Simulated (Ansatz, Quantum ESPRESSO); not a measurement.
# CsH (Fm-3m): phonons by linear response

How does CsH (Fm-3m) vibrate, and is this structure a minimum?

Main program and level: Quantum ESPRESSO 7.5; DFT LDA, scalar-relativistic, plane waves, PseudoDojo norm-conserving pseudopotentials.

The database entry behind the starting cell differs from later determinations by our own check (0.1 to 0.3 % short, probably kX units), so it need not match the best structure at ambient conditions.

**1. Starting point**

Symmetry: Fm-3m, No. 225, cubic system. The conventional cell has a = 6.376 Å, b = 6.376 Å, c = 6.376 Å, α = 90.00°, β = 90.00°, γ = 90.00°. Cs has 6 H at 3.19 Å nearest. H has 6 Cs at 3.19 Å nearest. Farther neighbours are not listed.

**2. A probe with smearing**

A cheap run with smearing and empty bands tells whether the crystal has a gap, which decides between fixed occupations and smearing later on.

The input, probe.in:

```
&control
   calculation = 'scf'
   prefix = 'x'
   outdir = './tmp'
   pseudo_dir = './pseudo'
   tprnfor = .true.
   tstress = .true.
   verbosity = 'high'
/
&system
   ibrav = 2
   celldm(1) = 12.04889377
   nat = 2
   ntyp = 2
   ecutwfc = 74.0
   occupations = 'smearing'
   smearing = 'gaussian'
   degauss = 0.01
/
&electrons
   conv_thr = 1.0d-07
   mixing_beta = 0.7
   electron_maxstep = 100
/
ATOMIC_SPECIES
 Cs    132.9055  Cs.upf
 H       1.0080  H.upf
ATOMIC_POSITIONS crystal
 Cs     0.000000000   0.000000000   0.000000000
 H      0.500000000   0.500000000   0.500000000
K_POINTS automatic
 6 6 6 0 0 0
```

Started as:

```sh
$ OMP_NUM_THREADS=1 mpirun -n 2 pw.x -nk 2 -in probe.in > probe.out
```

The program printed:

```text
[banners, grids, parts of the stress and lines that vanish by symmetry left out]
Program PWSCF v.7.5
     bravais-lattice index     =            2
     lattice parameter (alat)  =      12.0489  a.u.
[...]
kinetic-energy cutoff     =      74.0000  Ry
     charge density cutoff     =     296.0000  Ry
     scf convergence threshold =      1.0E-07
[...]
Exchange-correlation= SLA  PW   NOGX NOGC
                           (   1   4   0   0   0   0   0)
[...]
48 Sym. Ops., with inversion, found
[...]
(     0          1          0      )
                  (     0          0          1      )
[...]
(  0.0000000  1.0000000  0.0000000 )
                  (  0.0000000  0.0000000  1.0000000 )
[...]
(     1          0         -1      )
                  (     0          0         -1      )
[...]
(  0.0000000 -1.0000000  0.0000000 )
[...]
(     0          1         -1      )
                  (     0          1          0      )
[...]
( -1.0000000  0.0000000  0.0000000 )
                  (  0.0000000  1.0000000  0.0000000 )
[...]
number of k points=    16  Gaussian smearing, width (Ry)=  0.0100
[...]
End of self-consistent calculation
[...]
the Fermi energy is     4.0661 ev
!    total energy              =     -48.05399147 Ry
[...]
convergence has been achieved in   6 iterations
[...]
atom    1 type  1   force =    -0.00000000    0.00000000   -0.00000000
     atom    2 type  2   force =     0.00000000    0.00000000    0.00000000
[...]
Total force =     0.000000     Total SCF correction =     0.000000
[...]
total   stress  (Ry/bohr**3)                   (kbar)     P=      -12.76
[...]
XML data file, charge density, pseudopotentials, collected wavefunctions

   JOB DONE.
```

It took 4 s on 2 MPI ranks of Intel Xeon 6975P-C (Granite Rapids), shared host; 7.5 s of CPU time.

Numbers from this step:

```yaml
volume_per_atom: 32.40 Å³
pressure: -1.276 GPa
gap_on_the_k_mesh: 1.956 eV
```

A gap of 2.0 eV opens on this mesh, so the crystal is taken as an insulator; the start stands at -1.3 GPa.

**3. Relaxing the cell and atoms**

The harmonic expansion starts where the forces on the atoms vanish, and stress shifts the frequencies, so cell and atoms are relaxed with tight thresholds.

The input, relax.in:

```
&control
   calculation = 'vc-relax'
   prefix = 'x'
   outdir = './tmp'
   pseudo_dir = './pseudo'
   tprnfor = .true.
   tstress = .true.
   forc_conv_thr = 2.0d-05
   etot_conv_thr = 1.0d-07
   nstep = 40
/
&system
   ibrav = 2
   celldm(1) = 12.04889377
   nat = 2
   ntyp = 2
   ecutwfc = 74.0
   occupations = 'fixed'
   nbnd = 7
/
&electrons
   conv_thr = 1.0d-11
   mixing_beta = 0.7
   electron_maxstep = 100
/
&ions
/
&cell
   press_conv_thr = 0.1
/
ATOMIC_SPECIES
 Cs    132.9055  Cs.upf
 H       1.0080  H.upf
ATOMIC_POSITIONS crystal
 Cs     0.000000000   0.000000000   0.000000000
 H      0.500000000   0.500000000   0.500000000
K_POINTS automatic
 6 6 6 0 0 0
```

Started as:

```sh
$ OMP_NUM_THREADS=1 mpirun -n 2 pw.x -nk 2 -in relax.in > relax.out
```

The program printed:

```text
[banners, grids, parts of the stress and lines that vanish by symmetry left out]
[banner, memory and clock lines left out]
Program PWSCF v.7.5

[...]
kinetic-energy cutoff     =      74.0000  Ry
     charge density cutoff     =     296.0000  Ry
     scf convergence threshold =      1.0E-11
[...]
energy convergence thresh.=      1.0E-07
     force convergence thresh. =      2.0E-05
     press convergence thresh. =      1.0E-01
     Exchange-correlation= SLA  PW   NOGX NOGC
                           (   1   4   0   0   0   0   0)
[...]
48 Sym. Ops., with inversion, found
[...]
number of k points=    16
[...]
c_bands:  1 eigenvalues not converged
[...]
End of self-consistent calculation
[...]
highest occupied, lowest unoccupied level (ev):     3.1190    5.0755
!    total energy              =     -48.05399149 Ry
[...]
convergence has been achieved in  10 iterations
[...]
atom    1 type  1   force =     0.00000000    0.00000000   -0.00000000
     atom    2 type  2   force =    -0.00000000   -0.00000000   -0.00000000
     Total force =     0.000000     Total SCF correction =     0.000000
[...]
total   stress  (Ry/bohr**3)                   (kbar)     P=      -12.67
[...]
number of bfgs steps    =   0
[...]
CELL_PARAMETERS (alat= 12.04889377)
[...]
ATOMIC_POSITIONS (crystal)
Cs              -0.0000000000        0.0000000000        0.0000000000
H                0.5000000000        0.5000000000        0.5000000000
[...]
New effective cutoffs (rho, wfc):  297.14   74.32
[...]
End of self-consistent calculation
[...]
highest occupied, lowest unoccupied level (ev):     3.1706    5.1188
!    total energy              =     -48.05422998 Ry
[...]
convergence has been achieved in   5 iterations
[...]
atom    1 type  1   force =     0.00000000    0.00000000    0.00000000
     atom    2 type  2   force =    -0.00000000   -0.00000000    0.00000000
     Total force =     0.000000     Total SCF correction =     0.000000
[...]
total   stress  (Ry/bohr**3)                   (kbar)     P=      -12.21
[...]
number of bfgs steps    =   1
[...]
WARNING: bfgs curvature condition failed, Theta= 0.834
[...]
CELL_PARAMETERS (alat= 12.04889377)
[...]
ATOMIC_POSITIONS (crystal)
Cs              -0.0000000000        0.0000000000        0.0000000000
H                0.5000000000        0.5000000000        0.5000000000
[...]
New effective cutoffs (rho, wfc):  299.08   74.80
[...]
End of self-consistent calculation
[...]
highest occupied, lowest unoccupied level (ev):     3.2491    5.1845
!    total energy              =     -48.05456904 Ry
[...]
convergence has been achieved in   7 iterations
[...]
atom    1 type  1   force =     0.00000000    0.00000000   -0.00000000
     atom    2 type  2   force =     0.00000000    0.00000000   -0.00000000
     Total force =     0.000000     Total SCF correction =     0.000000
[...]
total   stress  (Ry/bohr**3)                   (kbar)     P=      -11.50
[...]
number of bfgs steps    =   2
[...]
CELL_PARAMETERS (alat= 12.04889377)
[...]
ATOMIC_POSITIONS (crystal)
[...]
New effective cutoffs (rho, wfc):  302.01   75.53
[...]
End of self-consistent calculation
[...]
convergence has been achieved in   9 iterations
[...]
atom    1 type  1   force =     0.00000000    0.00000000    0.00000000
     atom    2 type  2   force =    -0.00000000    0.00000000   -0.00000000
     Total force =     0.000000     Total SCF correction =     0.000000
[...]
total   stress  (Ry/bohr**3)                   (kbar)     P=       -5.39
[...]
number of bfgs steps    =   5
[...]
New effective cutoffs (rho, wfc):  324.24   81.09
[...]
highest occupied, lowest unoccupied level (ev):     4.3116    6.0597
!    total energy              =     -48.05664465 Ry
[...]
convergence has been achieved in   7 iterations
[...]
atom    1 type  1   force =     0.00000000   -0.00000000    0.00000000
     atom    2 type  2   force =     0.00000000    0.00000000    0.00000000
     Total force =     0.000000     Total SCF correction =     0.000000
[...]
total   stress  (Ry/bohr**3)                   (kbar)     P=        0.22
[...]
number of bfgs steps    =   6
[...]
New effective cutoffs (rho, wfc):  323.83   80.99
[...]
highest occupied, lowest unoccupied level (ev):     4.2936    6.0451
!    total energy              =     -48.05664515 Ry
[...]
convergence has been achieved in   6 iterations
[...]
atom    1 type  1   force =     0.00000000    0.00000000    0.00000000
     atom    2 type  2   force =     0.00000000   -0.00000000   -0.00000000
     Total force =     0.000000     Total SCF correction =     0.000000
[...]
total   stress  (Ry/bohr**3)                   (kbar)     P=       -0.01
[...]
number of bfgs steps    =   7
[...]
CELL_PARAMETERS (alat= 12.04889377)
[...]
ATOMIC_POSITIONS (crystal)
[...]
New effective cutoffs (rho, wfc):  323.85   81.00
[...]
End of self-consistent calculation
[...]
highest occupied, lowest unoccupied level (ev):     4.2948    6.0460
!    total energy              =     -48.05664515 Ry
[...]
convergence has been achieved in   3 iterations
[...]
atom    1 type  1   force =     0.00000000    0.00000000   -0.00000000
     atom    2 type  2   force =    -0.00000000   -0.00000000    0.00000000
     Total force =     0.000000     Total SCF correction =     0.000000
[...]
total   stress  (Ry/bohr**3)                   (kbar)     P=       -0.00
[...]
bfgs converged in   9 scf cycles and   8 bfgs steps
[...]
End of BFGS Geometry Optimization
     Final enthalpy           =     -48.0566451521 Ry
     File ./tmp/x.bfgs deleted, as requested
[...]
CELL_PARAMETERS (alat= 12.04889377)
[...]
ATOMIC_POSITIONS (crystal)
Cs               0.0000000000        0.0000000000       -0.0000000000
H                0.5000000000        0.5000000000        0.5000000000
[...]
Final scf calculation at the relaxed structure.
[...]
kinetic-energy cutoff     =      74.0000  Ry
     charge density cutoff     =     296.0000  Ry
     scf convergence threshold =      1.0E-13
[...]
press convergence thresh. =      1.0E-01
     Exchange-correlation= SLA  PW   NOGX NOGC
                           (   1   4   0   0   0   0   0)
[...]
48 Sym. Ops., with inversion, found
[...]
number of k points=    16
[...]
c_bands:  1 eigenvalues not converged
     c_bands:  1 eigenvalues not converged
     c_bands:  1 eigenvalues not converged
[...]
End of self-consistent calculation
[...]
highest occupied, lowest unoccupied level (ev):     4.2948    6.0460
!    total energy              =     -48.05663545 Ry
[...]
convergence has been achieved in  13 iterations
[...]
atom    1 type  1   force =     0.00000000    0.00000000    0.00000000
     atom    2 type  2   force =     0.00000000    0.00000000    0.00000000
     Total force =     0.000000     Total SCF correction =     0.000000
[...]
total   stress  (Ry/bohr**3)                   (kbar)     P=       -0.04
[...]
XML data file, charge density, pseudopotentials, collected wavefunctions
```

It took 27 s on 2 MPI ranks; 53 s of CPU time.

Step by step:

| step | energy less that of the first step (eV) | largest force (eV/Å) | pressure (GPa) | volume (Å³) |
| --- | --- | --- | --- | --- |
| 1 | 0.0000 | 0.0000 | -1.27 | 64.80 |
| 2 | -0.0032 | 0.0000 | -1.22 | 64.38 |
| 3 | -0.0079 | 0.0000 | -1.15 | 63.76 |
| 4 | -0.0142 | 0.0000 | -1.04 | 62.83 |
| 5 | -0.0223 | 0.0000 | -0.85 | 61.46 |
| 6 | -0.0311 | 0.0000 | -0.54 | 59.44 |
| 7 | -0.0361 | 0.0000 | 0.02 | 56.48 |
| 8 | -0.0361 | 0.0000 | 0.00 | 56.59 |
| 9 | -0.0361 | 0.0000 | 0.00 | 56.59 |
| 10 | -0.0360 | 0.0000 | 0.00 | 56.59 |

| conventional cell, symmetrised | before | after | change |
| --- | --- | --- | --- |
| a (Å) | 6.376 | 6.094 | -4.4 % |
| b (Å) | 6.376 | 6.094 | -4.4 % |
| c (Å) | 6.376 | 6.094 | -4.4 % |
| volume (Å³/atom) | 32.40 | 28.29 | -12.7 % |

The relaxed structure:

```
Cs H
1.0
    -3.04714    0.00000    3.04714
     0.00000    3.04714    3.04714
    -3.04714    3.04714    0.00000
Cs H
1 1
Direct
  0.00000 0.00000 0.00000
  0.50000 0.50000 0.50000
```

The last row of the table of steps is pw.x's closing run on a basis chosen anew for the final cell, so its energy can jump.

This step gave:

```yaml
volume_per_atom: 28.29 Å³
pressure: -0.004 GPa
gap_on_the_k_mesh: 1.751 eV
```

The volume changes by -12.7 % from the cell with which this run began.

**4. Ground state**

The response is built on this ground state, so it is converged far tighter than an energy would need. With a gap, occupations are fixed, which also allows the response to an electric field.

The input, scf.in:

```
&control
   calculation = 'scf'
   prefix = 'x'
   outdir = './tmp'
   pseudo_dir = './pseudo'
   tprnfor = .true.
   tstress = .true.
/
&system
   ibrav = 2
   celldm(1) = 11.51652022
   nat = 2
   ntyp = 2
   ecutwfc = 74.0
   occupations = 'fixed'
   nbnd = 7
/
&electrons
   conv_thr = 1.0d-12
   mixing_beta = 0.7
   electron_maxstep = 100
/
ATOMIC_SPECIES
 Cs    132.9055  Cs.upf
 H       1.0080  H.upf
ATOMIC_POSITIONS crystal
 Cs     0.000000000   0.000000000   0.000000000
 H      0.500000000   0.500000000   0.500000000
K_POINTS automatic
 6 6 6 0 0 0
```

Started as:

```sh
$ OMP_NUM_THREADS=1 mpirun -n 2 pw.x -nk 2 -in scf.in > scf.out
```

The program printed:

```text
[banners, grids, parts of the stress and lines that vanish by symmetry left out]
[banner, memory and clock lines left out]
Program PWSCF v.7.5

[...]
kinetic-energy cutoff     =      74.0000  Ry
     charge density cutoff     =     296.0000  Ry
     scf convergence threshold =      1.0E-12
[...]
Exchange-correlation= SLA  PW   NOGX NOGC
                           (   1   4   0   0   0   0   0)
[...]
48 Sym. Ops., with inversion, found
[...]
number of k points=    16
[...]
End of self-consistent calculation
[...]
highest occupied, lowest unoccupied level (ev):     4.2948    6.0460
!    total energy              =     -48.05663545 Ry
[...]
convergence has been achieved in   9 iterations
[...]
atom    1 type  1   force =     0.00000000    0.00000000    0.00000000
     atom    2 type  2   force =    -0.00000000    0.00000000   -0.00000000
     Total force =     0.000000     Total SCF correction =     0.000000
[...]
total   stress  (Ry/bohr**3)                   (kbar)     P=       -0.04
[...]
XML data file, charge density, pseudopotentials, collected wavefunctions
```

The job ended after 3.7 s (2 MPI ranks; 6.9 s of CPU time).

The cell stands at -0.004 GPa, close enough for phonons.

[end of part 1 of 4]

[Host names and launcher messages were left out of these logs when they were recorded.]

[Logs are printed without paths, hosts, clocks, repeated set-up lines and the standing remarks that a program may print on its own settings, such as how far it seeks lower states.]

[Hosts, paths, dates, database ids (printed as entryN), source tags and the programs' standing remarks are cut or masked in the printed files.]
